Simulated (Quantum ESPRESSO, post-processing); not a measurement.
# Pt(100), 5 layers: test of the smearing, part 3 of 3

Which setting serves for Pt(100), 5 layers? The runs below step through one kind of setting.

Quantum ESPRESSO 7.5; plane-wave DFT, PBE, SSSP efficiency pseudopotentials.

So far. Step 5 (SCF with pw.x: mp smearing, 0.02 Ry): Counted from each run's own zero (the Fermi level), the vacuum level differs from the first run's by -18 meV. Step 6 (Self-consistent run: gaussian smearing, 0.01 Ry): Counted from each run's own zero (the Fermi level), the vacuum level differs from the first run's by -18 meV.

## (7) SCF with pw.x: gaussian smearing, 0.03 Ry

Input file c5.in:

```
&control
  prefix = 'c5'
  outdir = './out'
  pseudo_dir = './pseudo'
  calculation = 'scf'
  tprnfor = .true.
/
&system
  ibrav = 0
  nat = 5
  ntyp = 1
  ecutwfc = 45
  ecutrho = 360
  occupations = 'smearing'
  smearing = 'gaussian'
  degauss = 0.03
  assume_isolated = 'esm'
  esm_bc = 'bc1'
/
&electrons
  conv_thr = 1e-07
  mixing_beta = 0.4
  electron_maxstep = 120
  mixing_mode = 'local-TF'
/
ATOMIC_SPECIES
  Pt  195.0840  pt_pbe_v1.4.uspp.F.UPF
CELL_PARAMETERS angstrom
  2.77185858225127 0.00000000000000 0.00000000000000
  0.00000000000000 2.77185858225127 0.00000000000000
  0.00000000000000 0.00000000000000 23.84000000000000
ATOMIC_POSITIONS crystal
  Pt  0.000000000000 0.000000000000 -0.164429530201
  Pt  0.500000000000 0.500000000000 -0.082214765101
  Pt  0.000000000000 0.000000000000 0.000000000000
  Pt  0.500000000000 0.500000000000 0.082214765101
  Pt  0.000000000000 0.000000000000 0.164429530201
K_POINTS automatic
  12 12 1 0 0 0
```

On the command line:

```sh
$ OMP_NUM_THREADS=1 mpirun -n 4 pw.x -nk 4 -in c5.in > c5.out
```

The program printed:

```text
[banner, memory and clock lines left out]
Program PWSCF v.7.5 starts
[...]
Message from routine setup:
[...]
number of electrons       =        80.00
     number of Kohn-Sham states=           48
     kinetic-energy cutoff     =      45.0000  Ry
     charge density cutoff     =     360.0000  Ry
[...]
number of k points=    28  Gaussian smearing, width (Ry)=  0.0300
[...]
Dense  grid:   142609 G-vectors     FFT dimensions: (  32,  32, 288)
[...]
negative rho (up, down):  9.559E-01 0.000E+00
     Starting wfcs are   60 randomized atomic wfcs
[...]
negative rho (up, down):  9.142E-01 0.000E+00
[...]
estimated scf accuracy    <       7.92663420 Ry
[...]
negative rho (up, down):  8.946E-01 0.000E+00
[...]
estimated scf accuracy    <       2.32252080 Ry
[...]
negative rho (up, down):  9.047E-01 0.000E+00
[...]
estimated scf accuracy    <       0.32898978 Ry
[...]
negative rho (up, down):  9.223E-01 0.000E+00
[...]
estimated scf accuracy    <       0.05076625 Ry
[...]
negative rho (up, down):  9.471E-01 0.000E+00
[...]
estimated scf accuracy    <       0.01419628 Ry
[...]
negative rho (up, down):  9.446E-01 0.000E+00
[...]
estimated scf accuracy    <       0.02580505 Ry
[...]
negative rho (up, down):  9.472E-01 0.000E+00
[...]
estimated scf accuracy    <       0.00683310 Ry
[...]
negative rho (up, down):  9.187E-01 0.000E+00
[...]
estimated scf accuracy    <       0.00723797 Ry
[...]
negative rho (up, down):  9.050E-01 0.000E+00
[...]
estimated scf accuracy    <       0.01118507 Ry
[...]
negative rho (up, down):  8.937E-01 0.000E+00
[...]
estimated scf accuracy    <       0.00629645 Ry
[...]
negative rho (up, down):  8.906E-01 0.000E+00
[...]
estimated scf accuracy    <       0.00241574 Ry
[...]
negative rho (up, down):  8.905E-01 0.000E+00
[...]
estimated scf accuracy    <       0.00011517 Ry
[...]
negative rho (up, down):  8.904E-01 0.000E+00
[...]
estimated scf accuracy    <       0.00010697 Ry
[...]
negative rho (up, down):  8.881E-01 0.000E+00
[...]
estimated scf accuracy    <       0.00004611 Ry
[...]
negative rho (up, down):  8.877E-01 0.000E+00
[...]
estimated scf accuracy    <       0.00000373 Ry
[...]
negative rho (up, down):  8.877E-01 0.000E+00
[...]
estimated scf accuracy    <       0.00001045 Ry
[...]
negative rho (up, down):  8.878E-01 0.000E+00
[...]
estimated scf accuracy    <       0.00000370 Ry
[...]
negative rho (up, down):  8.879E-01 0.000E+00
[...]
estimated scf accuracy    <       0.00000020 Ry
[...]
negative rho (up, down):  8.878E-01 0.000E+00
[...]
estimated scf accuracy    <       0.00000193 Ry
[...]
negative rho (up, down):  8.878E-01 0.000E+00
[...]
estimated scf accuracy    <       0.00000024 Ry
[...]
negative rho (up, down):  8.878E-01 0.000E+00
[...]
the Fermi energy is    -5.6501 ev
!    total energy              =   -1053.37464909 Ry
     estimated scf accuracy    <       0.00000003 Ry
     smearing contrib. (-TS)   =      -0.04687064 Ry
     internal energy E=F+TS    =   -1053.32777845 Ry
[...]
one-electron contribution =   17790.22222668 Ry
     hartree contribution      =   -8904.45321287 Ry
     xc contribution           =    -284.38115920 Ry
     ewald contribution        =   -9654.71563306 Ry
     convergence has been achieved in  21 iterations
     negative rho (up, down):  8.878E-01 0.000E+00
[...]
Total force =     0.017843     Total SCF correction =     0.000730
[...]
```

Run time: 2.3 min. Hardware: 4 MPI ranks of Arm Neoverse V1, shared host; peak memory 0.99 GiB.

Read from the output:

```
free energy                                                    : -14331.8922 eV
energy at zero smearing                                        : -14331.5734 eV
Fermi energy                                                   : -5.650 eV
vacuum line at the lower end of the cell, over the Fermi level : 5.650 eV
vacuum line at the upper end of the cell, over the Fermi level : 5.650 eV
```

The program's own clock; routines nest. Time by routine:

| routine | wall time (s) | calls |
| --- | --- | --- |
| PWSCF | 140.4 | 1 |
| electrons | 137.4 | 1 |
| c_bands | 114.8 | 21 |
| cegterg | 99.75 | 147 |
| h_psi | 62.55 | 1473 |
| fftw | 52.46 | 55928 |
| vloc_psi | 49.83 | 1473 |
| sum_band | 11.57 | 21 |
| calbec | 8.2 | 1648 |
| mix_rho | 6.64 | 21 |
| add_vuspsi | 6.3 | 1473 |
| h_psi:calbec | 6.21 | 1473 |
| s_psi | 6.15 | 1473 |
| ffts | 4.2 | 2393 |

Counted from each run's own zero (the Fermi level), the vacuum level differs from the first run's by -63 meV.

## (8) SCF with pw.x: fd smearing, 0.002 Ry

c6.in, as its differences from the input of step 7:

```diff
@@ -1,3 +1,3 @@
 &control
-  prefix = 'c5'
+  prefix = 'c6'
   outdir = './out'
@@ -14,4 +14,4 @@
   occupations = 'smearing'
-  smearing = 'gaussian'
-  degauss = 0.03
+  smearing = 'fd'
+  degauss = 0.002
   assume_isolated = 'esm'
```

On the command line:

```sh
$ OMP_NUM_THREADS=1 mpirun -n 4 pw.x -nk 4 -in c6.in > c6.out
```

The program printed:

```text
[banner, memory and clock lines left out]
Program PWSCF v.7.5 starts
[...]
Message from routine setup:
[...]
number of electrons       =        80.00
     number of Kohn-Sham states=           48
     kinetic-energy cutoff     =      45.0000  Ry
     charge density cutoff     =     360.0000  Ry
[...]
number of k points=    28  Fermi-Dirac smearing, width (Ry)=  0.0020
[...]
Dense  grid:   142609 G-vectors     FFT dimensions: (  32,  32, 288)
[...]
negative rho (up, down):  9.559E-01 0.000E+00
     Starting wfcs are   60 randomized atomic wfcs
[...]
negative rho (up, down):  9.144E-01 0.000E+00
[...]
estimated scf accuracy    <       8.15868106 Ry
[...]
negative rho (up, down):  8.969E-01 0.000E+00
[...]
estimated scf accuracy    <       2.27373970 Ry
[...]
negative rho (up, down):  9.035E-01 0.000E+00
[...]
estimated scf accuracy    <       0.40952427 Ry
[...]
negative rho (up, down):  9.228E-01 0.000E+00
[...]
estimated scf accuracy    <       0.05632880 Ry
[...]
negative rho (up, down):  9.476E-01 0.000E+00
[...]
estimated scf accuracy    <       0.01474791 Ry
[...]
negative rho (up, down):  9.487E-01 0.000E+00
[...]
estimated scf accuracy    <       0.02003329 Ry
[...]
negative rho (up, down):  9.211E-01 0.000E+00
[...]
estimated scf accuracy    <       0.00856042 Ry
[...]
negative rho (up, down):  9.061E-01 0.000E+00
[...]
estimated scf accuracy    <       0.00752145 Ry
[...]
negative rho (up, down):  8.994E-01 0.000E+00
[...]
estimated scf accuracy    <       0.00274264 Ry
[...]
negative rho (up, down):  8.954E-01 0.000E+00
[...]
estimated scf accuracy    <       0.00388941 Ry
[...]
negative rho (up, down):  8.883E-01 0.000E+00
[...]
estimated scf accuracy    <       0.00075333 Ry
[...]
negative rho (up, down):  8.894E-01 0.000E+00
[...]
estimated scf accuracy    <       0.00032874 Ry
[...]
negative rho (up, down):  8.882E-01 0.000E+00
[...]
estimated scf accuracy    <       0.00004435 Ry
[...]
negative rho (up, down):  8.878E-01 0.000E+00
[...]
estimated scf accuracy    <       0.00000743 Ry
[...]
negative rho (up, down):  8.877E-01 0.000E+00
[...]
estimated scf accuracy    <       0.00000979 Ry
[...]
negative rho (up, down):  8.877E-01 0.000E+00
[...]
estimated scf accuracy    <       0.00000567 Ry
[...]
negative rho (up, down):  8.877E-01 0.000E+00
[...]
estimated scf accuracy    <       0.00000062 Ry
[...]
negative rho (up, down):  8.877E-01 0.000E+00
[...]
estimated scf accuracy    <       0.00000047 Ry
[...]
negative rho (up, down):  8.877E-01 0.000E+00
[...]
estimated scf accuracy    <       0.00000036 Ry
[...]
negative rho (up, down):  8.877E-01 0.000E+00
[...]
the Fermi energy is    -5.7118 ev
!    total energy              =   -1053.35054682 Ry
     estimated scf accuracy    <       0.00000003 Ry
     smearing contrib. (-TS)   =      -0.00118503 Ry
     internal energy E=F+TS    =   -1053.34936179 Ry
[...]
one-electron contribution =   17790.30862897 Ry
     hartree contribution      =   -8904.56331628 Ry
     xc contribution           =    -284.37904142 Ry
     ewald contribution        =   -9654.71563306 Ry
     convergence has been achieved in  20 iterations
     negative rho (up, down):  8.877E-01 0.000E+00
[...]
Total force =     0.014103     Total SCF correction =     0.001450
[...]
```

Elapsed: 2.1 min, on 4 MPI ranks; peak memory 1 GiB.

Read from the output:

- free energy: -14331.5643 eV
- energy at zero smearing: -14331.5562 eV
- Fermi energy: -5.712 eV
- vacuum line at the lower end of the cell, over the Fermi level: 5.712 eV
- vacuum line at the upper end of the cell, over the Fermi level: 5.712 eV

The program's own clock; routines nest. Time by routine:

| routine | wall time (s) | calls |
| --- | --- | --- |
| PWSCF | 122.8 | 1 |
| electrons | 119.8 | 1 |
| c_bands | 98.22 | 20 |
| cegterg | 84.45 | 140 |
| h_psi | 53.79 | 1323 |
| fftw | 45.71 | 48540 |
| vloc_psi | 42.82 | 1323 |
| sum_band | 10.99 | 20 |
| calbec | 7.29 | 1491 |
| mix_rho | 6.4 | 20 |
| add_vuspsi | 5.42 | 1323 |
| h_psi:calbec | 5.37 | 1323 |
| s_psi | 5.3 | 1323 |
| ffts | 4.06 | 2312 |

Counted from each run's own zero (the Fermi level), the vacuum level differs from the first run's by -1 meV.

## (9) SCF with pw.x: fd smearing, 0.01 Ry

c7.in, as its differences from the input of step 8:

```diff
@@ -1,3 +1,3 @@
 &control
-  prefix = 'c6'
+  prefix = 'c7'
   outdir = './out'
@@ -15,3 +15,3 @@
   smearing = 'fd'
-  degauss = 0.002
+  degauss = 0.01
   assume_isolated = 'esm'
```

On the command line:

```sh
$ OMP_NUM_THREADS=1 mpirun -n 4 pw.x -nk 4 -in c7.in > c7.out
```

The program printed:

```text
[banner, memory and clock lines left out]
Program PWSCF v.7.5 starts
[...]
Message from routine setup:
[...]
number of electrons       =        80.00
     number of Kohn-Sham states=           48
     kinetic-energy cutoff     =      45.0000  Ry
     charge density cutoff     =     360.0000  Ry
[...]
number of k points=    28  Fermi-Dirac smearing, width (Ry)=  0.0100
[...]
Dense  grid:   142609 G-vectors     FFT dimensions: (  32,  32, 288)
[...]
negative rho (up, down):  9.559E-01 0.000E+00
     Starting wfcs are   60 randomized atomic wfcs
[...]
negative rho (up, down):  9.142E-01 0.000E+00
[...]
estimated scf accuracy    <       7.99522473 Ry
[...]
negative rho (up, down):  8.952E-01 0.000E+00
[...]
estimated scf accuracy    <       2.31423094 Ry
[...]
negative rho (up, down):  9.046E-01 0.000E+00
[...]
estimated scf accuracy    <       0.34441510 Ry
[...]
negative rho (up, down):  9.223E-01 0.000E+00
[...]
estimated scf accuracy    <       0.04985868 Ry
[...]
negative rho (up, down):  9.466E-01 0.000E+00
[...]
estimated scf accuracy    <       0.01478734 Ry
[...]
negative rho (up, down):  9.453E-01 0.000E+00
[...]
estimated scf accuracy    <       0.02546353 Ry
[...]
negative rho (up, down):  9.477E-01 0.000E+00
[...]
estimated scf accuracy    <       0.00670472 Ry
[...]
negative rho (up, down):  9.227E-01 0.000E+00
[...]
estimated scf accuracy    <       0.00705745 Ry
[...]
negative rho (up, down):  9.061E-01 0.000E+00
[...]
estimated scf accuracy    <       0.01597769 Ry
[...]
negative rho (up, down):  8.977E-01 0.000E+00
[...]
estimated scf accuracy    <       0.00839900 Ry
[...]
negative rho (up, down):  8.906E-01 0.000E+00
[...]
estimated scf accuracy    <       0.00525522 Ry
[...]
negative rho (up, down):  8.900E-01 0.000E+00
[...]
estimated scf accuracy    <       0.00095480 Ry
[...]
negative rho (up, down):  8.903E-01 0.000E+00
[...]
estimated scf accuracy    <       0.00012545 Ry
[...]
negative rho (up, down):  8.898E-01 0.000E+00
[...]
estimated scf accuracy    <       0.00005139 Ry
[...]
negative rho (up, down):  8.879E-01 0.000E+00
[...]
estimated scf accuracy    <       0.00003912 Ry
[...]
negative rho (up, down):  8.876E-01 0.000E+00
[...]
estimated scf accuracy    <       0.00001387 Ry
[...]
negative rho (up, down):  8.878E-01 0.000E+00
[...]
estimated scf accuracy    <       0.00000542 Ry
[...]
negative rho (up, down):  8.878E-01 0.000E+00
[...]
estimated scf accuracy    <       0.00000043 Ry
[...]
negative rho (up, down):  8.877E-01 0.000E+00
[...]
estimated scf accuracy    <       0.00000182 Ry
[...]
negative rho (up, down):  8.877E-01 0.000E+00
[...]
estimated scf accuracy    <       0.00000048 Ry
[...]
negative rho (up, down):  8.877E-01 0.000E+00
[...]
the Fermi energy is    -5.6586 ev
!    total energy              =   -1053.36796737 Ry
     estimated scf accuracy    <       0.00000003 Ry
     smearing contrib. (-TS)   =      -0.03486964 Ry
     internal energy E=F+TS    =   -1053.33309773 Ry
[...]
one-electron contribution =   17790.22248367 Ry
     hartree contribution      =   -8904.45947422 Ry
     xc contribution           =    -284.38047411 Ry
     ewald contribution        =   -9654.71563306 Ry
     convergence has been achieved in  21 iterations
     negative rho (up, down):  8.877E-01 0.000E+00
[...]
Total force =     0.016768     Total SCF correction =     0.001425
[...]
```

Run time: 2.2 min. Hardware: 4 MPI ranks; peak memory 0.99 GiB; 9 min of CPU time.

This step gave:

| Item | Value |
| --- | --- |
| free energy | -14331.8013 eV |
| energy at zero smearing | -14331.5641 eV |
| Fermi energy | -5.659 eV |
| vacuum line at the lower end of the cell, over the Fermi level | 5.659 eV |
| vacuum line at the upper end of the cell, over the Fermi level | 5.659 eV |

The program's own clock; routines nest. Time by routine:

| routine | wall time (s) | calls |
| --- | --- | --- |
| PWSCF | 134.4 | 1 |
| electrons | 131.4 | 1 |
| c_bands | 108.6 | 21 |
| cegterg | 94.56 | 147 |
| h_psi | 59.68 | 1408 |
| fftw | 50.32 | 52598 |
| vloc_psi | 47.44 | 1408 |
| sum_band | 11.6 | 21 |
| calbec | 8.07 | 1583 |
| mix_rho | 6.76 | 21 |
| add_vuspsi | 6.03 | 1408 |
| h_psi:calbec | 6.01 | 1408 |
| s_psi | 5.92 | 1408 |
| ffts | 4.26 | 2413 |

Counted from each run's own zero (the Fermi level), the vacuum level differs from the first run's by -54 meV.

## (10) SCF with pw.x: fd smearing, 0.03 Ry

c8.in, as its differences from the input of step 9:

```diff
@@ -1,3 +1,3 @@
 &control
-  prefix = 'c7'
+  prefix = 'c8'
   outdir = './out'
@@ -15,3 +15,3 @@
   smearing = 'fd'
-  degauss = 0.01
+  degauss = 0.03
   assume_isolated = 'esm'
```

On the command line:

```sh
$ OMP_NUM_THREADS=1 mpirun -n 4 pw.x -nk 4 -in c8.in > c8.out
```

The program printed:

```text
[banner, memory and clock lines left out]
Program PWSCF v.7.5 starts
[...]
Message from routine setup:
[...]
number of electrons       =        80.00
     number of Kohn-Sham states=           48
     kinetic-energy cutoff     =      45.0000  Ry
     charge density cutoff     =     360.0000  Ry
[...]
number of k points=    28  Fermi-Dirac smearing, width (Ry)=  0.0300
[...]
Dense  grid:   142609 G-vectors     FFT dimensions: (  32,  32, 288)
[...]
negative rho (up, down):  9.559E-01 0.000E+00
     Starting wfcs are   60 randomized atomic wfcs
[...]
negative rho (up, down):  9.134E-01 0.000E+00
[...]
estimated scf accuracy    <       7.58550185 Ry
[...]
negative rho (up, down):  8.861E-01 0.000E+00
[...]
estimated scf accuracy    <       2.33498651 Ry
[...]
negative rho (up, down):  8.997E-01 0.000E+00
[...]
estimated scf accuracy    <       0.26065761 Ry
[...]
negative rho (up, down):  9.192E-01 0.000E+00
[...]
estimated scf accuracy    <       0.05489817 Ry
[...]
negative rho (up, down):  9.327E-01 0.000E+00
[...]
estimated scf accuracy    <       0.01361890 Ry
[...]
negative rho (up, down):  9.285E-01 0.000E+00
[...]
estimated scf accuracy    <       0.01330722 Ry
[...]
negative rho (up, down):  9.307E-01 0.000E+00
[...]
estimated scf accuracy    <       0.01092484 Ry
[...]
negative rho (up, down):  9.109E-01 0.000E+00
[...]
estimated scf accuracy    <       0.01094290 Ry
[...]
negative rho (up, down):  8.972E-01 0.000E+00
[...]
estimated scf accuracy    <       0.00480806 Ry
[...]
negative rho (up, down):  8.910E-01 0.000E+00
[...]
estimated scf accuracy    <       0.00222364 Ry
[...]
negative rho (up, down):  8.886E-01 0.000E+00
[...]
estimated scf accuracy    <       0.00144271 Ry
[...]
negative rho (up, down):  8.887E-01 0.000E+00
[...]
estimated scf accuracy    <       0.00041852 Ry
[...]
negative rho (up, down):  8.884E-01 0.000E+00
[...]
estimated scf accuracy    <       0.00004141 Ry
[...]
negative rho (up, down):  8.879E-01 0.000E+00
[...]
estimated scf accuracy    <       0.00002209 Ry
[...]
negative rho (up, down):  8.878E-01 0.000E+00
[...]
estimated scf accuracy    <       0.00000237 Ry
[...]
negative rho (up, down):  8.878E-01 0.000E+00
[...]
estimated scf accuracy    <       0.00000371 Ry
[...]
negative rho (up, down):  8.878E-01 0.000E+00
[...]
estimated scf accuracy    <       0.00000047 Ry
[...]
negative rho (up, down):  8.877E-01 0.000E+00
[...]
estimated scf accuracy    <       0.00000019 Ry
[...]
negative rho (up, down):  8.877E-01 0.000E+00
[...]
estimated scf accuracy    <       0.00000016 Ry
[...]
negative rho (up, down):  8.877E-01 0.000E+00
[...]
the Fermi energy is    -5.5295 ev
!    total energy              =   -1053.48204156 Ry
     estimated scf accuracy    <       0.00000002 Ry
     smearing contrib. (-TS)   =      -0.22804262 Ry
     internal energy E=F+TS    =   -1053.25399894 Ry
[...]
one-electron contribution =   17790.41978675 Ry
     hartree contribution      =   -8904.58053419 Ry
     xc contribution           =    -284.37761844 Ry
     ewald contribution        =   -9654.71563306 Ry
     convergence has been achieved in  20 iterations
     negative rho (up, down):  8.877E-01 0.000E+00
[...]
Total force =     0.024049     Total SCF correction =     0.001439
[...]
```

The job ended after 2.1 min (4 MPI ranks; peak memory 0.7 GiB).

Numbers from this step:

```
free energy                                                    : -14333.3534 eV
energy at zero smearing                                        : -14331.8020 eV
Fermi energy                                                   : -5.529 eV
vacuum line at the lower end of the cell, over the Fermi level : 5.529 eV
vacuum line at the upper end of the cell, over the Fermi level : 5.529 eV
```

The program's own clock; routines nest. Time by routine:

| routine | wall time (s) | calls |
| --- | --- | --- |
| PWSCF | 125.6 | 1 |
| electrons | 122.6 | 1 |
| c_bands | 101.1 | 20 |
| cegterg | 89.54 | 140 |
| h_psi | 57.09 | 1402 |
| fftw | 48.55 | 51104 |
| vloc_psi | 45.82 | 1402 |
| sum_band | 10.97 | 20 |
| calbec | 7.36 | 1570 |
| mix_rho | 6.29 | 20 |
| add_vuspsi | 5.55 | 1402 |
| h_psi:calbec | 5.52 | 1402 |
| s_psi | 5.42 | 1402 |
| ffts | 3.98 | 2248 |

Counted from each run's own zero (the Fermi level), the vacuum level differs from the first run's by -184 meV.

## (11) The series side by side

All levels:

| level | vacuum level over the Fermi level (eV) | its change from the first (meV) | energy from the first (meV an atom) | SCF iterations | wall time (s) | peak memory (GiB) | CPU time (s) |
| --- | --- | --- | --- | --- | --- | --- | --- |
| mv smearing, 0.01 Ry | 5.713 | 0 | 0 | 19 | 122.4 | 0.99 | 488.2 |
| mv smearing, 0.02 Ry | 5.694 | -18.6 | 1.005 | 22 | 149.9 | 0.99 | 599.4 |
| mv smearing, 0.04 Ry | 5.686 | -27.2 | 2.313 | 21 | 140.2 | 0.99 | 560.5 |
| mp smearing, 0.02 Ry | 5.695 | -18 | -1.292 | 20 | 126.2 | 0.99 | 504.5 |
| gaussian smearing, 0.01 Ry | 5.696 | -17.5 | -1.2 | 18 | 117.5 | 1 | 469.6 |
| gaussian smearing, 0.03 Ry | 5.65 | -62.9 | -5.575 | 21 | 140.9 | 0.99 | 563.3 |
| fd smearing, 0.002 Ry | 5.712 | -1.2 | -2.147 | 20 | 123.3 | 1.01 | 493 |
| fd smearing, 0.01 Ry | 5.659 | -54.4 | -3.721 | 21 | 134.9 | 0.99 | 539.5 |
| fd smearing, 0.03 Ry | 5.529 | -183.5 | -51.31 | 20 | 126.1 | 0.7 | 504 |

## (12) What came out

- vacuum level over the Fermi level, mv smearing, 0.01 Ry: 5.713 eV
- widest smearing within 20 meV of the first: mv smearing, 0.02 Ry: -19 meV
- setting with the largest shift of the level: fd smearing, 0.03 Ry: -184 meV

What this shows: The widest smearing within 20 meV of the first is mv smearing, 0.02 Ry: -19 meV. Over the series the energy moves by up to 51.3 meV an atom and the vacuum level by up to 184 meV. Energies are compared after the usual extrapolation to zero width for Gaussian and Fermi-Dirac smearing, and as printed for mv and mp. The mesh was not varied: narrow widths need more k-points than wide ones, so they want a mesh test of their own. Equal degauss is not equal width: Fermi-Dirac tails reach much further, and 0.03 Ry is an electron temperature of 4,700 K, which shifts the chemical potential and the surface dipole. The cost is much the same throughout. The times come from a shared host and are rough. Peak memory is sampled during the run and can miss the peak. The geometry is as built, not relaxed.

[Logs are printed without paths, hosts, clocks, repeated set-up lines and the standing remarks that a program may print on its own settings, such as how far it seeks lower states.]

[Hosts, paths, dates, database ids (printed as entryN), source tags and the programs' standing remarks are cut or masked in the printed files.]

[Maps of the electrostatic potential energy from Ansatz leave out the sawtooth potential of an applied field or a dipole correction, so their vacuum need not be flat; planar profiles and work functions include it.]
